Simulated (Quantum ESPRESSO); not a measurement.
# TiAu: spin-resolved density of states

Wanted: the exchange-split electronic structure of TiAu.

Main program and level: Quantum ESPRESSO 7.5; LDA; plane waves with GBRV 1.5 LDA potentials, no spin-orbit coupling.

### Step 1. Set-up

It takes space group Pmma (No. 51, orthorhombic). The conventional cell has a = 4.615 Å, b = 2.955 Å, c = 4.948 Å, α = 90.00°, β = 90.00°, γ = 90.00°. Nearest to Ti lie 8 Au at 2.83 to 2.90 Å and 4 Ti at 2.91 to 2.96 Å. Nearest to Au lie 8 Ti at 2.83 to 2.90 Å and 4 Au at 2.89 to 2.96 Å. Farther neighbours are not listed.

The cell comes from Materials Project 2023-11-01, a database of computed structures, and need not be the stable phase.

### Step 2. Ground-state run

This state came out lowest in a comparison of starts that is told elsewhere.

pw.in reads:

```
&CONTROL
  calculation = 'scf'
  prefix = 'pwscf'
  outdir = './tmp'
  pseudo_dir = './pseudo'
  disk_io = 'low'
/
&SYSTEM
  ibrav = 0
  celldm(1) = 8
  nat = 8
  ntyp = 3
  ecutwfc = 40
  ecutrho = 280
  nbnd = 63
  occupations = 'smearing'
  smearing = 'fd'
  degauss = 0.00734986
  nspin = 2
  starting_magnetization(1) = 0.0833
  starting_magnetization(2) = -0.0833
  starting_magnetization(3) = 0
/
&ELECTRONS
  conv_thr = 1.6d-08
  electron_maxstep = 150
  mixing_beta = 0.3
/
ATOMIC_SPECIES
Ti1    47.8670 ti_lda_v1.4.uspp.F.UPF
Ti2    47.8670 ti_lda_v1.4.uspp.F.UPF
Au    196.9666 au_lda_v1.uspp.F.UPF
CELL_PARAMETERS alat
   1.0901526168627    0.0000000000000    0.0000000000000
   0.0000000000000    0.6980635076285    0.0000000000000
   0.0000000000000    0.0000000000000    2.3373611420064
ATOMIC_POSITIONS crystal
Ti1     0.2500000000    0.0000000000    0.4100952550
Ti2     0.2500000000    0.0000000000    0.9100952550
Ti2     0.7500000000    0.0000000000    0.0899047450
Ti1     0.7500000000    0.0000000000    0.5899047450
Au      0.2500000000    0.5000000000    0.1620552400
Au      0.2500000000    0.5000000000    0.6620552400
Au      0.7500000000    0.5000000000    0.3379447600
Au      0.7500000000    0.5000000000    0.8379447600
K_POINTS automatic
6 10 3 0 0 0
```

Started as:

```sh
$ OMP_NUM_THREADS=1 mpirun -n 4 pw.x -nk 4 -in pw.in > pw.out
```

The program printed:

```text
Program PWSCF v.7.5 starts

     Message from routine setup:
     using ibrav=0 with symmetry is DISCOURAGED, use correct ibrav instead

     K-points division:     npool     =       4
     Subspace diagonalization in iterative solution of the eigenvalue problem:

     bravais-lattice index     =            0
     lattice parameter (alat)  =       8.0000  a.u.
     unit-cell volume          =     910.7056 (a.u.)^3
     number of atoms/cell      =            8
     number of atomic types    =            3
     number of electrons       =        92.00
     number of Kohn-Sham states=           63
     kinetic-energy cutoff     =      40.0000  Ry
     charge density cutoff     =     280.0000  Ry
     scf convergence threshold =      1.6E-08
     mixing beta               =       0.3000
     number of iterations used =            8  plain     mixing
     Exchange-correlation= SLA  PZ   NOGX NOGC
                           (   1   1   0   0   0   0   0)

     celldm(1)=   8.000000  celldm(2)=   0.000000  celldm(3)=   0.000000
     celldm(4)=   0.000000  celldm(5)=   0.000000  celldm(6)=   0.000000

     crystal axes: (cart. coord. in units of alat)
               a(1) = (   1.090153   0.000000   0.000000 )
               a(2) = (   0.000000   0.698064   0.000000 )
               a(3) = (   0.000000   0.000000   2.337361 )

     reciprocal axes: (cart. coord. in units 2 pi/alat)
               b(1) = (  0.917303  0.000000  0.000000 )
               b(2) = (  0.000000  1.432534  0.000000 )
               b(3) = (  0.000000  0.000000  0.427833 )

     PseudoPot. # 1 for Ti read from file:
     ti_lda_v1.4.uspp.F.UPF
     Pseudo is Ultrasoft + core correction, Zval = 12.0

     PseudoPot. # 2 for Ti read from file:
     ti_lda_v1.4.uspp.F.UPF
     Pseudo is Ultrasoft + core correction, Zval = 12.0

     PseudoPot. # 3 for Au read from file:
     au_lda_v1.uspp.F.UPF
     Pseudo is Ultrasoft + core correction, Zval = 11.0

     atomic species   valence    mass     pseudopotential
     Ti1              12.00    47.86700     Ti( 1.00)
     Ti2              12.00    47.86700     Ti( 1.00)
     Au               11.00   196.96660     Au( 1.00)

     Starting magnetic structure
     atomic species   magnetization
     Ti1             0.083
     Ti2            -0.083
     Au              0.000

      8 Sym. Ops., with inversion, found ( 4 have fractional translation)

   Cartesian axes

     site n.     atom                  positions (alat units)
         1        Ti1    tau(   1) = (   0.2725382   0.0000000   0.9585407  )
         2        Ti2    tau(   2) = (   0.2725382   0.0000000   2.1272213  )
         3        Ti2    tau(   3) = (   0.8176145   0.0000000   0.2101399  )
         4        Ti1    tau(   4) = (   0.8176145   0.0000000   1.3788204  )
         5        Au     tau(   5) = (   0.2725382   0.3490318   0.3787816  )
         6        Au     tau(   6) = (   0.2725382   0.3490318   1.5474622  )
         7        Au     tau(   7) = (   0.8176145   0.3490318   0.7898990  )
         8        Au     tau(   8) = (   0.8176145   0.3490318   1.9585795  )

     number of k points=    48  Fermi-Dirac smearing, width (Ry)=  0.0073
                       cart. coord. in units 2pi/alat
        k(    1) = (   0.0000000   0.0000000   0.0000000), wk =   0.0055556
        k(    2) = (   0.0000000   0.0000000   0.1426110), wk =   0.0111111
        k(    3) = (   0.0000000   0.1432534   0.0000000), wk =   0.0111111
        k(    4) = (   0.0000000   0.1432534   0.1426110), wk =   0.0222222
        k(    5) = (   0.0000000   0.2865069   0.0000000), wk =   0.0111111
        [... 43 further k-points ...]

     Dense  grid:    72049 G-vectors     FFT dimensions: (  48,  30, 100)

     Smooth grid:    31155 G-vectors     FFT dimensions: (  36,  24,  75)

     Check: negative core charge=   -0.000003
     Generating pointlists ...
     new r_m :   0.2759 (alat units)  2.2072 (a.u.) for type    1
     new r_m :   0.2759 (alat units)  2.2072 (a.u.) for type    2
     new r_m :   0.2759 (alat units)  2.2072 (a.u.) for type    3

     Initial potential from superposition of free atoms

     starting charge      87.9995, renormalised to      92.0000

     negative rho (up, down):  2.429E-03 2.429E-03
     Starting wfcs are   76 randomized atomic wfcs

     Self-consistent Calculation

     iteration #  1     ecut=    40.00 Ry     beta= 0.30
     Davidson diagonalization with overlap
     ethr =  1.00E-02,  avg # of iterations =  2.1

     negative rho (up, down):  1.431E-03 1.431E-03

     total energy              =    -924.07035930 Ry
     estimated scf accuracy    <      33.16390376 Ry

     total magnetization       =    -0.00 Bohr mag/cell
     absolute magnetization    =     2.29 Bohr mag/cell

     iteration #  2     ecut=    40.00 Ry     beta= 0.30
     Davidson diagonalization with overlap
     ethr =  1.00E-02,  avg # of iterations =  4.2

     negative rho (up, down):  1.760E-03 1.760E-03

     total energy              =    -936.77142389 Ry
     estimated scf accuracy    <      18.99524290 Ry

     total magnetization       =     0.00 Bohr mag/cell
     absolute magnetization    =     0.26 Bohr mag/cell

     [... further iterations left out ...]

     iteration # 21     ecut=    40.00 Ry     beta= 0.30
     Davidson diagonalization with overlap
     ethr =  4.32E-10,  avg # of iterations =  3.9

     negative rho (up, down):  1.676E-03 1.676E-03

     total energy              =    -936.88150078 Ry
     estimated scf accuracy    <       0.00000007 Ry

     total magnetization       =     0.00 Bohr mag/cell
     absolute magnetization    =     0.89 Bohr mag/cell

     iteration # 22     ecut=    40.00 Ry     beta= 0.30
     Davidson diagonalization with overlap
     ethr =  7.18E-11,  avg # of iterations =  4.4

     negative rho (up, down):  1.676E-03 1.676E-03

     Magnetic moment per site  (integrated on atomic sphere of radius R)
     atom   1 (R=0.276)  charge= 10.3646  magn=  0.1710
     atom   2 (R=0.276)  charge= 10.3646  magn= -0.1708
     atom   3 (R=0.276)  charge= 10.3646  magn= -0.1708
     atom   4 (R=0.276)  charge= 10.3646  magn=  0.1710
     atom   5 (R=0.276)  charge=  9.3102  magn= -0.0062
     atom   6 (R=0.276)  charge=  9.3102  magn=  0.0062
     atom   7 (R=0.276)  charge=  9.3102  magn=  0.0062
     atom   8 (R=0.276)  charge=  9.3102  magn= -0.0062

     End of self-consistent calculation

     [... lines left out ...]
     the Fermi energy is    14.7859 ev

!    total energy              =    -936.88150197 Ry
     estimated scf accuracy    <       0.00000001 Ry
     smearing contrib. (-TS)   =      -0.02662436 Ry
     internal energy E=F+TS    =    -936.85487761 Ry

     The total energy is F=E-TS. E is the sum of the following terms:
     one-electron contribution =    -114.22759827 Ry
     hartree contribution      =     128.01359648 Ry
     xc contribution           =    -319.60197811 Ry
     ewald contribution        =    -631.03889772 Ry

     total magnetization       =     0.00 Bohr mag/cell
     absolute magnetization    =     0.87 Bohr mag/cell

     convergence has been achieved in  22 iterations

=------------------------------------------------------------------------------=
   JOB DONE.
=------------------------------------------------------------------------------=
```

Run time: 2.4 min. Hardware: 4 MPI ranks of Intel Xeon 6975P-C (Granite Rapids), shared host; peak memory 1.2 GiB.

Spin moment in the atom's sphere by atom:

```
atom  spin moment in the atom's sphere (μB)
 Ti1                                  0.171
 Ti2                                 -0.171
 Ti3                                 -0.171
 Ti4                                  0.171
 Au5                                 -0.006
 Au6                                  0.006
 Au7                                  0.006
 Au8                                 -0.006
```

Numbers from this step:

```yaml
smearing_term_ts: 0.3622 eV
magnetization: 0 μB
absolute_magnetization: 0.87 μB
final_state: antiferromagnetic
```

(Part 1 of 2 ends here.)

[Logs and program files are shortened in this print: banners, set-up blocks, solver, clock and traceback lines can be left out without a mark of their own.]

[Logs are printed without paths, hosts, clocks, repeated set-up lines and the standing remarks that a program may print on its own settings, such as how far it seeks lower states.]

[Hosts, paths, dates, database ids (printed as entryN), source tags and the programs' standing remarks are cut or masked in the printed files.]

[Where a cell is said to come from a database of computed structures, the database is the Materials Project.]
